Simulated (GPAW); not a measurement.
# Cu L₃-edge XANES of YCu (Pm-3m)

How does the Cu L₃ edge of YCu (Pm-3m) move when the bonds are compressed or stretched?

Calculated with GPAW 26.7.0; X-ray absorption from dipole matrix elements to empty bands, plane-wave PAW LDA.

Report form: the programs' logs are mostly left out.

### Step 1. Set-up

The structure is cubic, space group Pm-3m (No. 221). The conventional cell has a = 3.458 Å, b = 3.458 Å, c = 3.458 Å, α = 90.00°, β = 90.00°, γ = 90.00°. Y has 8 Cu at 2.99 Å nearest. Nearest to Cu lie 8 Y at 2.99 Å. Farther neighbours are not listed.

Coordinates:

```xyz
2
Lattice="3.4581 0.0000 0.0000 0.0000 3.4581 0.0000 0.0000 0.0000 3.4581" Properties=species:S:1:pos:R:3 pbc="T T T"
Y     0.0000    0.0000    0.0000
Cu    1.7291    1.7291    1.7291
```

### Step 2. The field without a hole

The ground state comes first: it tells whether the system has a gap, which decides how the excited electron is treated.

File scf.py:

```python
import numpy as np
from ase import Atoms
from ase.parallel import parprint, paropen
from gpaw import GPAW, PW, FermiDirac, Mixer, MixerDif, setup_paths
from gpaw.test import gen
setup_paths.insert(0, '.')
gen('Cu', name='nch2p', xcname='LDA', corehole=(2, 1, 0), write_xml=True)
from gpaw.mpi import world
world.barrier()

atoms = Atoms('YCu',
    cell=[[3.45811539, 0, 0],
     [0, 3.45811539, 0],
     [0, 0, 3.45811539]],
    scaled_positions=[[0, 0, 0],
     [0.5, 0.5, 0.5]],
    pbc=True)
atoms.calc = calc = GPAW(legacy_gpaw=True, mode=PW(430), xc='LDA', setups={1: 'nch2p'},
    kpts={'size': (7, 7, 7), 'gamma': True}, occupations=FermiDirac(0.05),
    charge=0, mixer=Mixer(0.1, 5, 50), maxiter=150,
    convergence={'density': 0.0001}, txt='scf.txt')
energy = atoms.get_potential_energy() + calc.get_reference_energy()
ef = calc.get_fermi_level()
out = dict(energy=energy, fermi=ef, forces=atoms.get_forces().tolist())
parprint(f'all-electron energy {energy:.4f} eV, Fermi level {ef:.4f} eV')
ev = np.array([[calc.get_eigenvalues(k, s) for k in range(len(calc.get_ibz_k_points()))] for s in range(calc.get_number_of_spins())])
out['homo'], out['lumo'], out['counts'] = ev[ev < ef].max(), ev[ev > ef].min(), sorted(set((ev < ef).sum((0, 2)).tolist()))
out['filled'] = (ev[:, 0] < ef).sum(1).tolist()
import json
with paropen('out.json', 'w') as f:
    json.dump(out, f)
```

Launch:

```
$ OMP_NUM_THREADS=1 mpirun -n 2 gpaw python scf.py
```

Wall time 6.6 s (2 MPI ranks of Arm Neoverse V2, shared host); peak memory 0.17 GiB; 13 s of CPU time.

The mesh shows no gap, so the system is treated as a metal and the core electron is put at the Fermi level (neutral cell).

### Step 3. Supercell without a hole, the energy reference

The photon energy needs a difference of total energies, so the cell and mesh of the coming hole run are first run without a hole.

Edit scf.py of step 2 so:

```diff
@@ -10,11 +10,17 @@
 
-atoms = Atoms('YCu',
-    cell=[[3.45811539, 0, 0],
-     [0, 3.45811539, 0],
-     [0, 0, 3.45811539]],
+atoms = Atoms('Y4Cu4',
+    cell=[[3.45811539, 3.45811539, 3.45811539],
+     [-3.45811539, 3.45811539, -3.45811539],
+     [-3.45811539, -3.45811539, 3.45811539]],
     scaled_positions=[[0, 0, 0],
-     [0.5, 0.5, 0.5]],
+     [0, 0.5, 0.5],
+     [0.5, 0, 0.5],
+     [0.5, 0.5, 0],
+     [0.5, 0, 0],
+     [0.5, 0.5, 0.5],
+     [0, 0, 0.5],
+     [0, 0.5, 0]],
     pbc=True)
-atoms.calc = calc = GPAW(legacy_gpaw=True, mode=PW(430), xc='LDA', setups={1: 'nch2p'},
-    kpts={'size': (7, 7, 7), 'gamma': True}, occupations=FermiDirac(0.05),
+atoms.calc = calc = GPAW(legacy_gpaw=True, mode=PW(430), xc='LDA', setups={4: 'nch2p'},
+    kpts={'size': (5, 5, 5), 'gamma': True}, occupations=FermiDirac(0.1),
     charge=0, mixer=Mixer(0.1, 5, 50), maxiter=150,
```

The job ended after 52 s (2 MPI ranks; peak memory 0.28 GiB; 1.7 min of CPU time).

Reference energy: -547796.967 eV with the cores included.

### Step 4. Spectrum with XCH, Cu atom 2

The holes are 6.0 Å apart. In GPAW the data set carries the hole's charge, so charge=0 means a charged cell and charge=-1 a neutral one. The excited electron is kept in the cell, where it fills the lowest empty states and screens the hole. After the field has converged, empty bands are computed with the density fixed and the dipole matrix elements are summed.

The absorber has 8 Y at 2.99 Å and 6 Cu at 3.46 Å (cube and octahedron, as in bcc, site symmetry m-3m).

File xas.py:

```python
import numpy as np
from ase import Atoms
from ase.parallel import parprint, paropen
from gpaw import GPAW, PW, FermiDirac, Mixer, MixerDif, setup_paths
from gpaw.test import gen
setup_paths.insert(0, '.')
gen('Cu', name='fch2p', xcname='LDA', corehole=(2, 1, 1), write_xml=True)
from gpaw.mpi import world
world.barrier()

atoms = Atoms('Y4Cu4',
    cell=[[3.45811539, 3.45811539, 3.45811539],
     [-3.45811539, 3.45811539, -3.45811539],
     [-3.45811539, -3.45811539, 3.45811539]],
    scaled_positions=[[0, 0, 0],
     [0, 0.5, 0.5],
     [0.5, 0, 0.5],
     [0.5, 0.5, 0],
     [0.5, 0, 0],
     [0.5, 0.5, 0.5],
     [0, 0, 0.5],
     [0, 0.5, 0]],
    pbc=True)
atoms.calc = calc = GPAW(legacy_gpaw=True, mode=PW(430), xc='LDA', setups={4: 'fch2p'},
    kpts={'size': (5, 5, 5), 'gamma': True}, occupations=FermiDirac(0.1),
    charge=-1, mixer=Mixer(0.1, 5, 50), maxiter=150,
    convergence={'density': 0.0001}, txt='scf.txt')
energy = atoms.get_potential_energy() + calc.get_reference_energy()
ef = calc.get_fermi_level()
out = dict(energy=energy, fermi=ef, forces=atoms.get_forces().tolist())
parprint(f'all-electron energy {energy:.4f} eV, Fermi level {ef:.4f} eV')
ev = np.array([[calc.get_eigenvalues(k, s) for k in range(len(calc.get_ibz_k_points()))] for s in range(calc.get_number_of_spins())])
out['homo'], out['lumo'], out['counts'] = ev[ev < ef].max(), ev[ev > ef].min(), sorted(set((ev < ef).sum((0, 2)).tolist()))
out['filled'] = (ev[:, 0] < ef).sum(1).tolist()

from ase.units import Ha
from gpaw.xas import dipole_matrix_elements
nb = int(calc.get_number_of_electrons() / 2) + 121
top, nb = nb, nb + 8 + nb // 12
nscf = calc.fixed_density(kpts={'size': (6, 6, 6), 'gamma': True}, nbands=nb,
    convergence={'bands': top, 'eigenstates': 1e-5}, maxiter=60, txt='nscf.txt')
cell = atoms.cell.array
ops = [cell.T @ U.T @ np.linalg.inv(cell.T) for U in nscf.wfs.kd.symmetry.op_scc]
E = np.arange(-6, 34, 0.1)
fwhm = np.interp(E, [4, 25], [0.9, 3.5])
Y, X, zero, highest = 0, 0, 1e9, 1e9
for spin in range(nscf.get_number_of_spins()):
    wfs = nscf.wfs
    A = dipole_matrix_elements(wfs.setups[4])
    eps = np.zeros((wfs.kd.nibzkpts, nb))
    d = np.zeros((3, A.shape[1], wfs.kd.nibzkpts, nb), complex)
    for kpt in wfs.kpt_u:
        if kpt.s == spin and 4 in kpt.P_ani:
            eps[kpt.k] = kpt.eps_n * Ha
            d[:, :, kpt.k] = (kpt.weight * wfs.nspins / 2) ** 0.5 * np.inner(A, kpt.P_ani[4])
    world.sum(eps)
    world.sum(d)
    T = np.einsum('amkn,bmkn->abkn', d, d.conj()).real
    T = sum(np.einsum('ai,ijkn,bj->abkn', R, T, R) for R in ops) / len(ops)
    empty = eps > ef
    zero, highest = min(zero, eps[empty].min()), min(highest, eps[:, top - 1].min())
    lines = [(eps, T, empty)] if spin == 0 else lines + [(eps, T, empty)]
for eps, T, empty in lines:
    f = np.einsum('aakn->akn', T).reshape(3, -1)
    x = eps.ravel() - zero
    w = np.interp(x, E, fwhm) / 2.35482
    g = np.exp(-0.5 * ((E[:, None] - x) / w) ** 2) / (w * (2 * np.pi) ** 0.5)
    Y = Y + (f * empty.ravel()) @ g.T
    X = X + (f * ~empty.ravel()) @ g.T
out.update(E=E.round(2).tolist(), xas=Y.tolist(), xes=X.tolist(), zero=zero, valid=highest - zero, nk=len(eps), nb=nb)
for i in range(0, len(E), 10):
    parprint(f'{E[i]:7.2f}', *(f'{v:10.3e}' for v in Y[:, i]))
import json
with paropen('out.json', 'w') as f:
    json.dump(out, f)
```

Launch:

```
$ OMP_NUM_THREADS=1 mpirun -n 2 gpaw python xas.py
```

Run time: 4.3 min. Hardware: 2 MPI ranks; peak memory 0.54 GiB.

The Cu L₃ spectrum, Cu atom 2, excited-electron core hole (neutral cell) (energy from the lowest empty level; intensity scaled to a mean of 1 over the first 20 eV):

```tsv
E (eV)	intensity
-2.00	0.00
-1.25	0.00
-0.50	0.11
0.25	0.77
1.00	0.61
1.75	0.88
2.50	1.00
3.25	1.41
4.00	0.77
4.75	0.47
5.50	0.39
6.25	0.42
7.00	0.50
7.75	0.63
8.50	0.99
9.25	1.24
10.00	1.25
10.75	1.21
11.50	1.22
12.25	1.20
13.00	1.11
13.75	1.06
14.50	1.11
15.25	1.18
16.00	1.17
16.75	1.14
17.50	1.20
18.25	1.32
19.00	1.39
19.75	1.34
20.50	1.21
21.25	1.12
22.00	1.08
22.75	1.07
23.50	1.07
24.25	1.06
25.00	1.08
25.75	1.11
26.50	1.15
27.25	1.20
28.00	1.24
28.75	1.25
29.50	1.23
30.25	1.18
31.00	1.13
31.75	1.08
```

Main maxima below 30 eV (height): 0.4 eV (0.80), 3.2 eV (1.42), 9.6 eV (1.26), 15.5 eV (1.19), 19.0 eV (1.39) and 28.6 eV (1.25). At an L edge the dipole rule selects empty d and s states; the absorber's d shell is nominally full, so the onset shows only d character mixed into the empty bands.

The total-energy difference is 937.87 eV. Two terms are added: -2.03 eV, since the hole is spin-paired here and a spin-polarised one costs that much less in the free atom (computed apart); −6.53 eV, a third of the tabulated L₂–L₃ splitting, since the scalar-relativistic hole is their mean. The photon energy is then 929.30 eV. The tabulated edge of the element is 932.7 eV. The functional leaves an error of a few eV in such absolute values.

### Step 5. Supercell without a hole, the energy reference

The cell changes for the next run, so it gets a reference energy of its own.

The cell differs from the one that the last finished run ended in (a 5.990 → 5.867 Å, b 5.990 → 5.867 Å, c 5.990 → 5.867 Å).

Edit scf.py of step 3 so:

```diff
@@ -11,5 +11,5 @@
 atoms = Atoms('Y4Cu4',
-    cell=[[3.45811539, 3.45811539, 3.45811539],
-     [-3.45811539, 3.45811539, -3.45811539],
-     [-3.45811539, -3.45811539, 3.45811539]],
+    cell=[[3.3875218, 3.3875218, 3.3875218],
+     [-3.3875218, 3.3875218, -3.3875218],
+     [-3.3875218, -3.3875218, 3.3875218]],
     scaled_positions=[[0, 0, 0],
```

Launch:

```
$ OMP_NUM_THREADS=1 mpirun -n 2 gpaw python scf.py
```

The job ended after 47 s (2 MPI ranks; peak memory 0.28 GiB; 95 s of CPU time).

Reference energy: -547797.128 eV with the cores included.

### Step 6. Spectrum with XCH, Cu atom 2

Shorter bonds are expected to push antibonding states and scattering resonances up, and longer ones down; the cell is scaled to test that.

Changed against the first core-hole run: volume scale from 1 to 0.94.

Edit xas.py of step 4 so:

```diff
@@ -11,5 +11,5 @@
 atoms = Atoms('Y4Cu4',
-    cell=[[3.45811539, 3.45811539, 3.45811539],
-     [-3.45811539, 3.45811539, -3.45811539],
-     [-3.45811539, -3.45811539, 3.45811539]],
+    cell=[[3.3875218, 3.3875218, 3.3875218],
+     [-3.3875218, 3.3875218, -3.3875218],
+     [-3.3875218, -3.3875218, 3.3875218]],
     scaled_positions=[[0, 0, 0],
@@ -37,5 +37,5 @@
 from gpaw.xas import dipole_matrix_elements
-nb = int(calc.get_number_of_electrons() / 2) + 121
+nb = int(calc.get_number_of_electrons() / 2) + 115
 top, nb = nb, nb + 8 + nb // 12
-nscf = calc.fixed_density(kpts={'size': (6, 6, 6), 'gamma': True}, nbands=nb,
+nscf = calc.fixed_density(kpts={'size': (7, 7, 7), 'gamma': True}, nbands=nb,
     convergence={'bands': top, 'eigenstates': 1e-5}, maxiter=60, txt='nscf.txt')
```

Launch:

```
$ OMP_NUM_THREADS=1 mpirun -n 2 gpaw python xas.py
```

Wall time 5.3 min (2 MPI ranks); peak memory 0.6 GiB.

```tsv
E (eV)	first run	this run
-2.0	0.00	0.00
-1.0	0.01	0.00
0.0	0.58	0.63
1.0	0.61	0.60
2.0	0.89	0.89
3.0	1.35	1.25
4.0	0.77	1.06
5.0	0.44	0.47
6.0	0.40	0.39
7.0	0.50	0.46
8.0	0.73	0.62
9.0	1.20	1.12
10.0	1.25	1.37
11.0	1.21	1.23
12.0	1.22	1.19
13.0	1.11	1.18
14.0	1.07	1.07
15.0	1.17	1.10
16.0	1.17	1.20
17.0	1.14	1.17
18.0	1.28	1.17
19.0	1.39	1.31
20.0	1.30	1.36
21.0	1.14	1.23
22.0	1.08	1.09
23.0	1.07	1.04
24.0	1.06	1.03
25.0	1.08	1.04
26.0	1.12	1.06
27.0	1.18	1.10
28.0	1.24	1.15
29.0	1.25	1.20
30.0	1.20	1.21
31.0	1.13	1.16
32.0	1.07	1.09
```

This run also has another mesh (7×7×7 against 6×6×6), so the 7 % r.m.s. difference can't be laid on the changed setting alone. The highest intensity below 24 eV goes from 3.2 eV (1.42) to 3.5 eV (1.42).

The photon energy of the zero moves by +0.12 eV.

### Step 7. Supercell without a hole, the energy reference

The cell differs from the one that the last finished run ended in (a 5.867 → 6.107 Å, b 5.867 → 6.107 Å, c 5.867 → 6.107 Å).

Edit scf.py of step 5 so:

```diff
@@ -11,5 +11,5 @@
 atoms = Atoms('Y4Cu4',
-    cell=[[3.3875218, 3.3875218, 3.3875218],
-     [-3.3875218, 3.3875218, -3.3875218],
-     [-3.3875218, -3.3875218, 3.3875218]],
+    cell=[[3.52593879, 3.52593879, 3.52593879],
+     [-3.52593879, 3.52593879, -3.52593879],
+     [-3.52593879, -3.52593879, 3.52593879]],
     scaled_positions=[[0, 0, 0],
```

Launch:

```
$ OMP_NUM_THREADS=1 mpirun -n 2 gpaw python scf.py
```

It took 62 s on 2 MPI ranks; peak memory 0.28 GiB.

Reference energy: -547796.560 eV with the cores included.

### Step 8. Spectrum with XCH, Cu atom 2

Changed against the first core-hole run: volume scale from 1 to 1.06.

Edit xas.py of step 6 so:

```diff
@@ -11,5 +11,5 @@
 atoms = Atoms('Y4Cu4',
-    cell=[[3.3875218, 3.3875218, 3.3875218],
-     [-3.3875218, 3.3875218, -3.3875218],
-     [-3.3875218, -3.3875218, 3.3875218]],
+    cell=[[3.52593879, 3.52593879, 3.52593879],
+     [-3.52593879, 3.52593879, -3.52593879],
+     [-3.52593879, -3.52593879, 3.52593879]],
     scaled_positions=[[0, 0, 0],
@@ -37,5 +37,5 @@
 from gpaw.xas import dipole_matrix_elements
-nb = int(calc.get_number_of_electrons() / 2) + 115
+nb = int(calc.get_number_of_electrons() / 2) + 127
 top, nb = nb, nb + 8 + nb // 12
-nscf = calc.fixed_density(kpts={'size': (7, 7, 7), 'gamma': True}, nbands=nb,
+nscf = calc.fixed_density(kpts={'size': (6, 6, 6), 'gamma': True}, nbands=nb,
     convergence={'bands': top, 'eigenstates': 1e-5}, maxiter=60, txt='nscf.txt')
```

Launch:

```
$ OMP_NUM_THREADS=1 mpirun -n 2 gpaw python xas.py
```

The job ended after 4.9 min (2 MPI ranks; peak memory 0.56 GiB).

```tsv
E (eV)	first run	this run
-2.0	0.00	0.00
-1.0	0.01	0.00
0.0	0.58	0.47
1.0	0.61	0.63
2.0	0.89	0.90
3.0	1.35	1.37
4.0	0.77	0.63
5.0	0.44	0.39
6.0	0.40	0.42
7.0	0.50	0.54
8.0	0.73	0.86
9.0	1.20	1.15
10.0	1.25	1.20
11.0	1.21	1.25
12.0	1.22	1.17
13.0	1.11	1.07
14.0	1.07	1.12
15.0	1.17	1.18
16.0	1.17	1.13
17.0	1.14	1.22
18.0	1.28	1.40
19.0	1.39	1.37
20.0	1.30	1.21
21.0	1.14	1.13
22.0	1.08	1.11
23.0	1.07	1.10
24.0	1.06	1.11
25.0	1.08	1.15
26.0	1.12	1.21
27.0	1.18	1.28
28.0	1.24	1.29
29.0	1.25	1.25
30.0	1.20	1.18
31.0	1.13	1.12
32.0	1.07	1.08
```

Against the first run the r.m.s. difference is 6 %. Another feature, at 18.4 eV (1.42), becomes the highest below 24 eV; the one at 3.2 eV (1.42) is now at 3.0 eV (1.37).

The photon energy of the zero moves by -0.11 eV.

### Step 9. Supercell without a hole, the energy reference

The cell differs from the one that the last finished run ended in (a 6.107 → 6.164 Å, b 6.107 → 6.164 Å, c 6.107 → 6.164 Å).

Edit scf.py of step 7 so:

```diff
@@ -11,5 +11,5 @@
 atoms = Atoms('Y4Cu4',
-    cell=[[3.52593879, 3.52593879, 3.52593879],
-     [-3.52593879, 3.52593879, -3.52593879],
-     [-3.52593879, -3.52593879, 3.52593879]],
+    cell=[[3.5588934, 3.5588934, 3.5588934],
+     [-3.5588934, 3.5588934, -3.5588934],
+     [-3.5588934, -3.5588934, 3.5588934]],
     scaled_positions=[[0, 0, 0],
```

Launch:

```
$ OMP_NUM_THREADS=1 mpirun -n 2 gpaw python scf.py
```

It took 62 s on 2 MPI ranks; peak memory 0.28 GiB; 2.1 min of CPU time.

Reference energy: -547796.284 eV with the cores included.

### Step 10. Spectrum with XCH, Cu atom 2

Changed against the first core-hole run: volume scale from 1 to 1.09.

Edit xas.py of step 8 so:

```diff
@@ -11,5 +11,5 @@
 atoms = Atoms('Y4Cu4',
-    cell=[[3.52593879, 3.52593879, 3.52593879],
-     [-3.52593879, 3.52593879, -3.52593879],
-     [-3.52593879, -3.52593879, 3.52593879]],
+    cell=[[3.5588934, 3.5588934, 3.5588934],
+     [-3.5588934, 3.5588934, -3.5588934],
+     [-3.5588934, -3.5588934, 3.5588934]],
     scaled_positions=[[0, 0, 0],
@@ -37,3 +37,3 @@
 from gpaw.xas import dipole_matrix_elements
-nb = int(calc.get_number_of_electrons() / 2) + 127
+nb = int(calc.get_number_of_electrons() / 2) + 130
 top, nb = nb, nb + 8 + nb // 12
```

Launch:

```
$ OMP_NUM_THREADS=1 mpirun -n 2 gpaw python xas.py
```

Run time: 5 min. Hardware: 2 MPI ranks; peak memory 0.58 GiB.

```tsv
E (eV)	first run	this run
-2.0	0.00	0.00
-1.0	0.01	0.00
0.0	0.58	0.51
1.0	0.61	0.64
2.0	0.89	0.91
3.0	1.35	1.33
4.0	0.77	0.58
5.0	0.44	0.38
6.0	0.40	0.44
7.0	0.50	0.57
8.0	0.73	0.89
9.0	1.20	1.13
10.0	1.25	1.21
11.0	1.21	1.27
12.0	1.22	1.13
13.0	1.11	1.07
14.0	1.07	1.15
15.0	1.17	1.16
16.0	1.17	1.13
17.0	1.14	1.29
18.0	1.28	1.44
19.0	1.39	1.33
20.0	1.30	1.19
21.0	1.14	1.14
22.0	1.08	1.12
23.0	1.07	1.11
24.0	1.06	1.14
25.0	1.08	1.19
26.0	1.12	1.26
27.0	1.18	1.31
28.0	1.24	1.30
29.0	1.25	1.23
30.0	1.20	1.17
31.0	1.13	1.12
32.0	1.07	1.10
```

Against the first run the r.m.s. difference is 9 %. Another feature, at 18.0 eV (1.44), becomes the highest below 24 eV; the one at 3.2 eV (1.42) is now at 2.9 eV (1.34).

The photon energy of the zero moves by -0.16 eV.

### Step 11. The volumes side by side

```tsv
volume	nearest distance (Å)	shift of the zero (eV)	maximum 1 (eV above own zero)	maximum 2 (eV above own zero)	maximum 3 (eV above own zero)
0.94	2.934	+0.12	3.5	19.7	29.7
1	2.995	+0.00	3.2	19.0	28.6
1.06	3.054	-0.11	3.0	18.4	27.7
1.09	3.082	-0.16	2.9	18.0	27.3
```

The curves, each shifted by its zero's change so that they share one photon-energy axis, counted from the zero at V × 1:

```tsv
E (eV)	V × 0.94	V × 1	V × 1.06	V × 1.09
-2.0	0.00	0.00	0.00	0.00
-1.0	0.00	0.01	0.01	0.01
0.0	0.48	0.58	0.57	0.65
1.0	0.62	0.61	0.67	0.70
2.0	0.90	0.89	0.92	0.94
3.0	1.17	1.35	1.36	1.26
4.0	1.20	0.77	0.58	0.52
5.0	0.47	0.44	0.39	0.38
6.0	0.40	0.40	0.43	0.45
7.0	0.45	0.50	0.56	0.60
8.0	0.59	0.73	0.90	0.94
9.0	1.05	1.20	1.17	1.15
10.0	1.37	1.25	1.21	1.22
11.0	1.24	1.21	1.26	1.26
12.0	1.19	1.22	1.16	1.11
13.0	1.19	1.11	1.06	1.07
14.0	1.08	1.07	1.13	1.16
15.0	1.08	1.17	1.17	1.15
16.0	1.19	1.17	1.13	1.14
17.0	1.17	1.14	1.24	1.33
18.0	1.16	1.28	1.41	1.44
19.0	1.30	1.39	1.36	1.30
20.0	1.37	1.30	1.20	1.18
21.0	1.25	1.14	1.13	1.13
22.0	1.10	1.08	1.11	1.12
23.0	1.04	1.07	1.10	1.11
24.0	1.03	1.06	1.11	1.14
25.0	1.04	1.08	1.15	1.20
26.0	1.05	1.12	1.22	1.27
27.0	1.09	1.18	1.28	1.31
28.0	1.14	1.24	1.29	1.29
29.0	1.19	1.25	1.24	1.22
30.0	1.21	1.20	1.17	1.16
31.0	1.17	1.13	1.11	1.11
32.0	1.10	1.07	1.08	1.10
```

### Step 12. What came out

| Quantity | Value |
| --- | --- |
| absorber and edge | Cu L₃, atom 2 of the ground-state input (counted from 1) |
| surroundings | 8 Y at 2.99 Å and 6 Cu at 3.46 Å (cube and octahedron, as in bcc, site symmetry m-3m) |
| highest intensity below 24 eV | 3.2 eV above the zero, height 1.42 |
| photon energy of the zero, with the added terms | 929.3 eV (raw 937.9 eV; uncertain by a few eV) |

What this shows: From V × 0.94 to V × 1.09 the nearest distance grows by 0.148 Å and the zero moves by -0.28 eV. Above their own zero, the maxima move from 3.5 to 2.9 eV, from 19.7 to 18.0 eV and from 29.7 to 27.3 eV. The one highest in energy moves most, in the direction that the rule ΔE·R² ≈ constant for scattering resonances gives. The meshes differ between volumes, which adds to the changes. The Cu L₃ edge of atom 2, with 8 Y at 2.99 Å and 6 Cu at 3.46 Å (cube and octahedron, as in bcc, site symmetry m-3m), has its highest intensity of the first 24 eV at 3.2 eV above the zero, near 933 eV in photon energy (uncertain by a few eV), 1.4 times the mean level of the first 20 eV (Gaussian full width 0.9 eV up to 4 eV, rising linearly to 3.5 eV at 25 eV). Only the L₃ part is meant: spin–orbit coupling of the core level isn't computed and the L₂ copy isn't added. The holes are only 6.0 Å apart, so the shape is probably not converged with cell size; no larger cell was run here. Lifetime broadening is put in by hand, and intensities beyond about 20 eV depend on it and on the partial waves. The structure is a computed Materials Project entry and may be a hypothetical form.

[Logs are printed without paths, hosts, clocks, repeated set-up lines and the standing remarks that a program may print on its own settings, such as how far it seeks lower states.]

[Hosts, paths, dates, database ids (printed as entryN), source tags and the programs' standing remarks are cut or masked in the printed files.]

[Lists of maxima count a maximum above −3 eV only where it reaches 4 % of the highest in the window and stands out from its surroundings by 2 % of it (1.5 % where it reaches 55 %); shoulders and weaker maxima are passed over, and of the rest the first, up to two pre-edge ones and the few strongest are named.]
